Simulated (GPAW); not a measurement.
# Conductance along a series: segments of Ru in a W chain

Aim: how the conductance and the thermopower change along a series of junctions, segments of Ru in a W chain.

Program: GPAW 26.7.0. Level of theory: GPAW LCAO, PAW setups; Landauer transmission from Green's functions with principal layers (ASE), zero bias. Results are calculated unless marked as measured.

### 1. Starting point

The cell holds 15 atoms: 14 W and 1 Ru. Cell: a = 9.000 Å, b = 9.000 Å, c = 33.721 Å, α = 90.0°, β = 90.0°, γ = 90.0°. Regions: left lead, 7 atoms (7 W); channel, 1 atom (1 Ru); right lead, 7 atoms (7 W). Vacuum lies along a and b. The structure is stacked along c, and the current runs across the ab planes.

### 2. Junction, foreign atoms 1

The structure changes from member to member while basis and functional stay, so that the trend is less open to errors of the level than any single value.

Input file run.py:

```python
import json
import numpy as np
from ase import Atoms
from ase.transport.calculators import TransportCalculator
from gpaw import GPAW, FermiDirac
from gpaw.lcao.tools import get_lcao_hamiltonian
from scipy.linalg import eigh

# The junction with lead layers at both ends, along the third cell vector
device = Atoms(
    ['W', 'W', 'W', 'W', 'W', 'W', 'W', 'Ru', 'W', 'W', 'W', 'W', 'W', 'W', 'W'],
    positions=[
        [4.50000, 4.50000, 1.12500],
        [4.50000, 4.50000, 3.37500],
        [4.50000, 4.50000, 5.62500],
        [4.50000, 4.50000, 7.87500],
        [4.50000, 4.50000, 10.12500],
        [4.50000, 4.50000, 12.37500],
        [4.50000, 4.50000, 14.62500],
        [4.50000, 4.50000, 16.86060],
        [4.50000, 4.50000, 19.09620],
        [4.50000, 4.50000, 21.34620],
        [4.50000, 4.50000, 23.59620],
        [4.50000, 4.50000, 25.84620],
        [4.50000, 4.50000, 28.09620],
        [4.50000, 4.50000, 30.34620],
        [4.50000, 4.50000, 32.59620]],
    cell=[[9.0, 0.0, 0.0], [0.0, 9.0, 0.0], [0.0, 0.0, 33.7212]],
    pbc=True)

# One principal layer of the lead: the first 5 atoms of the device
lead = Atoms(
    ['W', 'W', 'W', 'W', 'W'],
    positions=[
        [4.50000, 4.50000, 1.12500],
        [4.50000, 4.50000, 3.37500],
        [4.50000, 4.50000, 5.62500],
        [4.50000, 4.50000, 7.87500],
        [4.50000, 4.50000, 10.12500]],
    cell=[[9.0, 0.0, 0.0], [0.0, 9.0, 0.0], [0.0, 0.0, 11.25]],
    pbc=True)

settings = dict(mode='lcao', basis='dzp', xc='RPBE', h=0.2,
                occupations=FermiDirac(0.1), maxiter=250,
                mixer=dict(beta=0.1, nmaxold=8, weight=100.0),
                convergence=dict(density=0.0001))
energies = np.arange(-3, 3 + 1e-9, 0.075)
eta = 0.0001
n1, n2 = 1, 1
# k and -k transmit alike, so half of the mesh across the current serves
mesh = [(i, j) for i in range(n1) for j in range(n2) if (i, j) <= (-i % n1, -j % n2)]
weights = np.array([1 if (i, j) == (-i % n1, -j % n2) else 2 for i, j in mesh]) / (n1 * n2)


def ground_state(atoms, size, txt):
    atoms.calc = GPAW(kpts={'size': size, 'gamma': True}, symmetry={'tolerance': 1e-3}, txt=txt, **settings)
    atoms.get_potential_energy()
    return atoms.calc.get_fermi_level()


def blocks(atoms, fermi, points, nz, cells):
    """H - E_F S and S between cell 0 and the cells above it, at each point across the current."""
    kz = np.arange(nz) / nz
    calc = atoms.calc.fixed_density(kpts=[(*k, z) for k in points for z in kz], symmetry='off', txt=None)
    H, S = get_lcao_hamiltonian(calc)
    H = (H - fermi * S).reshape(len(H), len(points), nz, *S.shape[1:])
    S = S.reshape(H.shape[1:])
    phases = [np.exp(-2j * np.pi * kz * R) / nz for R in cells]
    return [(np.einsum('skzij,z->ksij', H, p), np.einsum('kzij,z->kij', S, p)) for p in phases]


def pair(a, b):
    return np.block([[a, b], [b.T.conj(), a]])


def count_channels(h, s, cells, nk=240):
    """Half the number of times that the lead's bands cross each energy, unfolded to its shortest repeat."""
    b = len(h) // cells
    bands = []
    for k in (np.arange(nk + 1) + 0.5) / nk:
        hk, sk = h[:b, :b].copy(), s[:b, :b].copy()
        for R in range(1, cells):
            phase, block = np.exp(2j * np.pi * k * R), slice(R * b, (R + 1) * b)
            hk += h[:b, block] * phase + (h[:b, block] * phase).T.conj()
            sk += s[:b, block] * phase + (s[:b, block] * phase).T.conj()
        bands.append(eigh(hk, sk, eigvals_only=True))
    below = np.array(bands)[:, :, None] < energies
    return (below[1:] != below[:-1]).sum((0, 1)) / 2


fermi_lead = ground_state(lead, (1, 1, 10), 'lead.txt')
fermi_device = ground_state(device, (1, 1, 3), 'device.txt')
T, channels, eigen, tail, misfit, shifts = [], [], [], 0.0, 0.0, []
for first in range(0, len(mesh), 493):
    points = [(i / n1, j / n2) for i, j in mesh[first:first + 493]]
    (H0k, S0k), (H1k, S1k), (H2k, _) = blocks(lead, fermi_lead, points, 5, range(3))
    [(Hk, Sk)] = blocks(device, fermi_device, points, 2, [0])
    tail = max(tail, abs(H2k).max())
    for H0, S0, H1, S1, H, S in zip(H0k, S0k, H1k, S1k, Hk, Sk):
        n = len(S0)
        # Shift the lead onto the potential of the device's first layer
        shift = ((H[:, 0, 0] - H0[:, 0, 0]) / S0[0, 0]).real.mean()
        shifts.append(shift)
        misfit = max(misfit, abs(H[:, :n, :n] - H0 - shift * S0).max())
        Tk, Ck, Ek = [], [], []
        for s in range(len(H)):
            t = s % len(H0)  # a lead without moments serves both spins
            h1, s1 = pair(H0[t] + shift * S0, H1[t] + shift * S1), pair(S0, S1)
            leads = dict(h1=h1, s1=s1, energies=energies, eta=eta, eta1=eta, eta2=eta)
            calc = TransportCalculator(h=H[s], s=S, eigenchannels=3, **leads)
            Tk.append(calc.get_transmission())
            Ek.append(np.sort(calc.eigenchannels_ne, axis=0)[::-1])
            Ck.append(count_channels(h1, s1, 10))
        T.append(Tk)
        channels.append(Ck)
        eigen.append(Ek)
T, channels = np.array(T), np.array(channels)
mean, open_channels = np.einsum('kse,k->se', T, weights), np.einsum('kse,k->se', channels, weights)

print(f'basis functions: device {len(S)}, principal layer {n}')
print(f'Fermi level: lead {fermi_lead:.4f} eV, device {fermi_device:.4f} eV; lead shifted by {np.mean(shifts):.4f} eV')
print(f'largest coupling past the next layer {tail:.2e} eV, largest misfit of the first layer {misfit:.3f} eV')
print('  E-E_F (eV)   ' + 'T (one spin)  channels')
for e, t, c in zip(energies, mean.T, open_channels.T):
    print(f'{e:10.3f}  ', *[f'{x:11.4e}' for x in t], *[f'{x:9.4f}' for x in c])

kT = 8.617333e-5 * 200
fine = np.linspace(energies[0], energies[-1], 4001)
both = np.exp(np.interp(fine, energies, np.log(np.maximum(mean.sum(0) * 2 / len(mean), 1e-30))))
fermi = lambda mu: 1 / (1 + np.exp(np.clip((fine - mu) / kT, -200, 200)))
slope = fermi(0) * (1 - fermi(0)) / kT
G = np.trapezoid(both * slope, fine) / 2
seebeck = -np.trapezoid(both * slope * fine, fine) / (2 * G * 200) * 1e6
print(f'conductance at 200 K: {G:.5g} G0 a cell; thermopower {seebeck:.4g} uV/K')
bias = [0.1, 0.2, 0.5, 1.0, 1.5, 2.0]
current = [38.74 * np.trapezoid(both * (fermi(V / 2) - fermi(-V / 2)), fine) for V in bias]
for V, I in zip(bias, current):
    print(f'current from the zero-bias T(E) at {V} V: {I:.5g} uA')
zero = abs(energies).argmin()
json.dump(dict(energies=energies.tolist(), T=mean.tolist(), channels=open_channels.tolist(), G=G, seebeck=seebeck,
               bias=bias, current=current, tail=tail, misfit=misfit, shift=np.mean(shifts), n_device=len(S), n_lead=n,
               fermi=[fermi_lead, fermi_device], energy=device.get_potential_energy(),
               moments=device.get_magnetic_moments().tolist(), mesh=mesh, weights=weights.tolist(),
               T_k=T[:, :, zero].tolist(), eigen=np.array(eigen[0]).tolist()), open('result.json', 'w'))
```

On the command line:

```console
$ OMP_NUM_THREADS=1 OPENBLAS_NUM_THREADS=1 python run.py
```

The log of the run:

```text
basis functions: device 435, principal layer 145
Fermi level: lead -2.5811 eV, device -2.6099 eV; lead shifted by 0.0139 eV
largest coupling past the next layer 7.82e-06 eV, largest misfit of the first layer 0.045 eV
  E-E_F (eV)   T (one spin)  [channel counts left out]
    -3.000    2.5027e+00
    -2.925    2.5372e+00
    -2.850    2.5629e+00
    -2.775    2.5810e+00
    -2.700    2.5920e+00
    -2.625    2.5952e+00
    -2.550    2.5871e+00
    -2.475    2.5569e+00
    -2.400    2.4640e+00
    -2.325    2.4826e+00
    -2.250    2.4824e+00
    -2.175    2.8542e+00
    -2.100    3.0761e+00
    -2.025    3.1652e+00
    -1.950    3.2080e+00
    -1.875    3.2404e+00
[...]
2.475    9.4598e-01
     2.550    9.8849e-01
     2.625    9.9770e-01
     2.700    9.9940e-01
     2.775    9.9869e-01
     2.850    9.9710e-01
     2.925    9.9517e-01
     3.000    9.9312e-01
conductance at 200 K: 4.965 G0 a cell; thermopower 0.1072 uV/K
current from the zero-bias T(E) at 0.1 V: 38.452 uA
current from the zero-bias T(E) at 0.2 V: 76.81 uA
current from the zero-bias T(E) at 0.5 V: 190.2 uA
current from the zero-bias T(E) at 1.0 V: 368.43 uA
current from the zero-bias T(E) at 1.5 V: 525.85 uA
current from the zero-bias T(E) at 2.0 V: 666.99 uA
```

Wall time 3.2 min (1 thread of Arm Neoverse V2, shared host); peak memory 1.4 GiB.

Numbers from this step:

* conductance: 4.965 G₀
* largest coupling past the next principal layer: 7.82e-6 eV
* largest misfit of the first principal layer: 0.04539 eV
* shift that aligns the lead: 0.01392 eV
* basis functions of the junction: 435
* basis functions of a principal layer: 145
* transmission at the Fermi level (one spin): 4.969

One spin. Transmission, zone mean against energy, zero at the Fermi level:

```
energy (eV)  transmission, zone mean
      -3.00                     2.50
      -2.77                     2.58
      -2.55                     2.59
      -2.40                     2.46
      -2.17                     2.85
      -1.95                     3.21
      -1.73                     3.29
      -1.57                     3.33
      -1.35                     3.37
      -1.12                     3.41
      -0.90                     3.44
      -0.75                     3.44
      -0.53                     4.34
      -0.30                     4.71
      -0.07                     4.96
       0.00                     4.97
       0.07                     4.95
       0.30                     4.74
       0.53                     4.34
       0.75                     4.01
       0.90                     3.81
       1.12                     3.57
       1.35                     3.39
       1.57                     3.00
       1.73                     1.69
       1.95                     1.56
       2.17                     1.44
       2.40                    0.723
       2.55                    0.988
       2.77                    0.999
       3.00                    0.993
```

Not self-consistent under bias; the bias window is split evenly. Table of current through one cell, from the zero-bias transmission by bias:

```
bias (V)  current through one cell, from the zero-bias transmission (mA)
   0.100                                                          0.0385
   0.200                                                          0.0768
   0.500                                                           0.190
   1.000                                                           0.368
   1.500                                                           0.526
   2.000                                                           0.667
```

Transmission of the three most open eigenchannels against energy, zero at the Fermi level:

| energy (eV) | channel 1 | channel 2 | channel 3 |
| --- | --- | --- | --- |
| -3.00 | 0.977 | 0.763 | 0.763 |
| -2.77 | 0.965 | 0.808 | 0.808 |
| -2.55 | 0.922 | 0.833 | 0.833 |
| -2.40 | 0.844 | 0.844 | 0.775 |
| -2.17 | 0.861 | 0.861 | 0.803 |
| -1.95 | 0.882 | 0.878 | 0.878 |
| -1.73 | 0.895 | 0.895 | 0.857 |
| -1.57 | 0.905 | 0.905 | 0.865 |
| -1.35 | 0.913 | 0.913 | 0.885 |
| -1.12 | 0.913 | 0.913 | 0.899 |
| -0.90 | 0.908 | 0.905 | 0.905 |
| -0.75 | 0.912 | 0.897 | 0.897 |
| -0.53 | 0.915 | 0.886 | 0.886 |
| -0.30 | 0.915 | 0.877 | 0.877 |
| -0.07 | 0.910 | 0.872 | 0.872 |
| 0.00 | 0.907 | 0.871 | 0.871 |
| 0.07 | 0.904 | 0.869 | 0.869 |
| 0.30 | 0.892 | 0.861 | 0.861 |
| 0.53 | 0.875 | 0.869 | 0.843 |
| 0.75 | 0.883 | 0.854 | 0.818 |
| 0.90 | 0.891 | 0.839 | 0.799 |
| 1.12 | 0.900 | 0.814 | 0.773 |
| 1.35 | 0.903 | 0.786 | 0.738 |
| 1.57 | 0.900 | 0.757 | 0.614 |
| 1.73 | 0.893 | 0.734 | 0.0325 |
| 1.95 | 0.873 | 0.689 | 6.8e-6 |
| 2.17 | 0.832 | 0.605 | 6.0e-6 |
| 2.40 | 0.581 | 0.141 | 4.9e-6 |
| 2.55 | 0.988 | 4.8e-6 | 1.3e-10 |
| 2.77 | 0.999 | 4.0e-6 | 0 |
| 3.00 | 0.993 | 3.3e-6 | 0 |

Couplings past the next layer reach 7.8e-6 eV, small enough to drop; the matrix elements of the cell's first layer differ from the bulk lead's by up to 0.045 eV. That layer keeps its own values in the calculation, and only beyond it is the lead taken as perfect. The Fermi levels of lead and junction count from different zeros of potential, one for each periodic cell; with both set to zero, the small remaining shift is what aligns them. Without spin-orbit coupling, which is large for these atoms, channel counts and T are those of the scalar-relativistic bands. By hand: G = 4.965 × 77.48 μS = 385 μS, a resistance of 2.60 kΩ; at 0.1 V a linear junction would pass 38.5 μA, and the integral over the bias window gives 38.5 μA.

### 3. Junction, 16 atoms: segment atoms = 2

System of this step: 2 Ru atoms in a W chain. The cell holds 16 atoms: 14 W and 2 Ru. Cell: a = 9.000 Å, b = 9.000 Å, c = 35.971 Å, α = 90.0°, β = 90.0°, γ = 90.0°. Regions: left lead, 7 atoms (7 W); channel, 2 atoms (2 Ru); right lead, 7 atoms (7 W). Vacuum lies along a and b. The structure is stacked along c, and the current runs across the ab planes.

Edit run.py of step 2 so:

```diff
@@ -10,3 +10,3 @@
 device = Atoms(
-    ['W', 'W', 'W', 'W', 'W', 'W', 'W', 'Ru', 'W', 'W', 'W', 'W', 'W', 'W', 'W'],
+    ['W', 'W', 'W', 'W', 'W', 'W', 'W', 'Ru', 'Ru', 'W', 'W', 'W', 'W', 'W', 'W', 'W'],
     positions=[
@@ -20,3 +20,3 @@
         [4.50000, 4.50000, 16.86060],
-        [4.50000, 4.50000, 19.09620],
+        [4.50000, 4.50000, 19.11060],
         [4.50000, 4.50000, 21.34620],
@@ -26,4 +26,5 @@
         [4.50000, 4.50000, 30.34620],
-        [4.50000, 4.50000, 32.59620]],
-    cell=[[9.0, 0.0, 0.0], [0.0, 9.0, 0.0], [0.0, 0.0, 33.7212]],
+        [4.50000, 4.50000, 32.59620],
+        [4.50000, 4.50000, 34.84620]],
+    cell=[[9.0, 0.0, 0.0], [0.0, 9.0, 0.0], [0.0, 0.0, 35.9712]],
     pbc=True)
@@ -91,6 +92,6 @@
 fermi_lead = ground_state(lead, (1, 1, 10), 'lead.txt')
-fermi_device = ground_state(device, (1, 1, 3), 'device.txt')
+fermi_device = ground_state(device, (1, 1, 2), 'device.txt')
 T, channels, eigen, tail, misfit, shifts = [], [], [], 0.0, 0.0, []
-for first in range(0, len(mesh), 493):
-    points = [(i / n1, j / n2) for i, j in mesh[first:first + 493]]
+for first in range(0, len(mesh), 434):
+    points = [(i / n1, j / n2) for i, j in mesh[first:first + 434]]
     (H0k, S0k), (H1k, S1k), (H2k, _) = blocks(lead, fermi_lead, points, 5, range(3))
```

The log of the run:

```text
basis functions: device 464, principal layer 145
Fermi level: lead -2.5811 eV, device -2.6515 eV; lead shifted by 0.0248 eV
largest coupling past the next layer 7.82e-06 eV, largest misfit of the first layer 0.049 eV
  E-E_F (eV)   T (one spin)  [channel counts left out]
    -3.000    2.8180e+00
    -2.925    2.8509e+00
    -2.850    2.8730e+00
    -2.775    2.8879e+00
    -2.700    2.8968e+00
    -2.625    2.8992e+00
    -2.550    2.8936e+00
    -2.475    2.8777e+00
    -2.400    2.8486e+00
    -2.325    3.0708e+00
    -2.250    3.1076e+00
    -2.175    3.0681e+00
    -2.100    2.9360e+00
    -2.025    2.9815e+00
    -1.950    3.0565e+00
    -1.875    3.0913e+00
[...]
2.475    6.5757e-01
     2.550    7.8419e-01
     2.625    8.5654e-01
     2.700    9.0267e-01
     2.775    9.3370e-01
     2.850    9.5524e-01
     2.925    9.7045e-01
     3.000    9.8125e-01
conductance at 200 K: 4.6784 G0 a cell; thermopower 1.969 uV/K
current from the zero-bias T(E) at 0.1 V: 36.216 uA
current from the zero-bias T(E) at 0.2 V: 72.261 uA
current from the zero-bias T(E) at 0.5 V: 178.19 uA
current from the zero-bias T(E) at 1.0 V: 348.8 uA
current from the zero-bias T(E) at 1.5 V: 509.44 uA
current from the zero-bias T(E) at 2.0 V: 634.07 uA
```

Wall time 3.7 min (1 thread); peak memory 1.4 GiB.

Numbers from this step:

```
conductance                                 : 4.678 G₀
thermopower                                 : 1.969 μV/K
largest misfit of the first principal layer : 0.04859 eV
shift that aligns the lead                  : 0.02481 eV
basis functions of the junction             : 464
transmission at the Fermi level (one spin)  : 4.687
```

One spin. Table of transmission, zone mean by energy, zero at the Fermi level:

```csv
energy (eV),"transmission, zone mean"
-3.00,2.82
-2.85,2.87
-2.70,2.90
-2.55,2.89
-2.33,3.07
-2.17,3.07
-2.02,2.98
-1.88,3.09
-1.73,3.13
-1.57,3.16
-1.35,3.18
-1.20,3.23
-1.05,3.32
-0.90,3.40
-0.75,3.47
-0.68,5.39
-0.60,5.25
-0.38,4.99
-0.23,4.85
-0.07,4.80
0.00,4.69
0.07,4.52
0.23,4.16
0.38,3.81
0.60,3.37
0.75,3.16
0.90,2.97
1.05,2.79
1.20,2.60
1.35,2.40
1.57,2.04
1.73,1.36
1.88,1.27
2.02,1.16
2.17,1.01
2.33,0.789
2.55,0.784
2.70,0.903
2.85,0.955
3.00,0.981
```

Not self-consistent under bias; the bias window is split evenly. Current through one cell, from the zero-bias transmission against bias:

```csv
bias (V),"current through one cell, from the zero-bias transmission (mA)"
0.100,0.0362
0.200,0.0723
0.500,0.178
1.000,0.349
1.500,0.509
2.000,0.634
```

The transmission of the three most open eigenchannels by energy, zero at the Fermi level:

```csv
energy (eV),channel 1,channel 2,channel 3
-3.00,0.975,0.921,0.921
-2.77,0.965,0.965,0.958
-2.55,0.988,0.988,0.917
-2.40,0.996,0.996,0.857
-2.17,0.999,0.999,0.986
-1.95,0.996,0.996,0.982
-1.73,0.997,0.991,0.991
-1.57,0.998,0.987,0.987
-1.35,0.990,0.977,0.977
-1.12,0.983,0.963,0.963
-0.90,0.979,0.944,0.944
-0.75,0.974,0.929,0.929
-0.53,0.965,0.904,0.904
-0.30,0.952,0.892,0.874
-0.07,0.971,0.935,0.838
0.00,0.983,0.928,0.824
0.07,0.990,0.919,0.809
0.30,0.998,0.890,0.757
0.53,0.996,0.850,0.697
0.75,0.985,0.799,0.632
0.90,0.974,0.755,0.589
1.12,0.958,0.676,0.518
1.35,0.947,0.586,0.427
1.57,0.932,0.500,0.304
1.73,0.912,0.446,0.00119
1.95,0.861,0.357,2.6e-5
2.17,0.783,0.226,2.1e-5
2.40,0.559,0.0247,2.3e-5
2.55,0.784,1.7e-5,3.7e-11
2.77,0.934,1.3e-5,0
3.00,0.981,1.0e-5,0
```

The conductance, 4.68 G₀, lies 5.8 % below that of the member before.

### 4. Junction, 17 atoms: segment atoms = 3

System of this step: 3 Ru atoms in a W chain. The cell holds 17 atoms: 14 W and 3 Ru. Its edges and angles: a = 9.000 Å, b = 9.000 Å, c = 38.221 Å, α = 90.0°, β = 90.0°, γ = 90.0°. Regions: left lead, 7 atoms (7 W); channel, 3 atoms (3 Ru); right lead, 7 atoms (7 W). Vacuum lies along a and b. The structure is stacked along c, and the current runs across the ab planes.

Edit run.py of step 3 so:

```diff
@@ -10,3 +10,3 @@
 device = Atoms(
-    ['W', 'W', 'W', 'W', 'W', 'W', 'W', 'Ru', 'Ru', 'W', 'W', 'W', 'W', 'W', 'W', 'W'],
+    ['W', 'W', 'W', 'W', 'W', 'W', 'W', 'Ru', 'Ru', 'Ru', 'W', 'W', 'W', 'W', 'W', 'W', 'W'],
     positions=[
@@ -21,3 +21,3 @@
         [4.50000, 4.50000, 19.11060],
-        [4.50000, 4.50000, 21.34620],
+        [4.50000, 4.50000, 21.36060],
         [4.50000, 4.50000, 23.59620],
@@ -27,4 +27,5 @@
         [4.50000, 4.50000, 32.59620],
-        [4.50000, 4.50000, 34.84620]],
-    cell=[[9.0, 0.0, 0.0], [0.0, 9.0, 0.0], [0.0, 0.0, 35.9712]],
+        [4.50000, 4.50000, 34.84620],
+        [4.50000, 4.50000, 37.09620]],
+    cell=[[9.0, 0.0, 0.0], [0.0, 9.0, 0.0], [0.0, 0.0, 38.2212]],
     pbc=True)
@@ -94,4 +95,4 @@
 T, channels, eigen, tail, misfit, shifts = [], [], [], 0.0, 0.0, []
-for first in range(0, len(mesh), 434):
-    points = [(i / n1, j / n2) for i, j in mesh[first:first + 434]]
+for first in range(0, len(mesh), 384):
+    points = [(i / n1, j / n2) for i, j in mesh[first:first + 384]]
     (H0k, S0k), (H1k, S1k), (H2k, _) = blocks(lead, fermi_lead, points, 5, range(3))
```

The log of the run:

```text
basis functions: device 493, principal layer 145
Fermi level: lead -2.5811 eV, device -2.7080 eV; lead shifted by -0.0021 eV
largest coupling past the next layer 7.82e-06 eV, largest misfit of the first layer 0.023 eV
  E-E_F (eV)   T (one spin)  [channel counts left out]
    -3.000    2.9050e+00
    -2.925    2.8664e+00
    -2.850    2.8314e+00
[...]
2.925    8.8536e-01
     3.000    9.0029e-01
conductance at 200 K: 5.2936 G0 a cell; thermopower 5.047 uV/K
current from the zero-bias T(E) at 0.1 V: 40.97 uA
current from the zero-bias T(E) at 0.2 V: 81.691 uA
current from the zero-bias T(E) at 0.5 V: 199.51 uA
current from the zero-bias T(E) at 1.0 V: 372.54 uA
current from the zero-bias T(E) at 1.5 V: 519.01 uA
current from the zero-bias T(E) at 2.0 V: 643.68 uA
```

Wall time 3.8 min (1 thread); peak memory 1.5 GiB.

The conductance, 5.29 G₀, lies 13 % above that of the member before.

[end of part 1 of 2]

[Logs are printed without paths, hosts, clocks, repeated set-up lines and the standing remarks that a program may print on its own settings, such as how far it seeks lower states.]

[Hosts, paths, dates, database ids (printed as entryN), source tags and the programs' standing remarks are cut or masked in the printed files.]
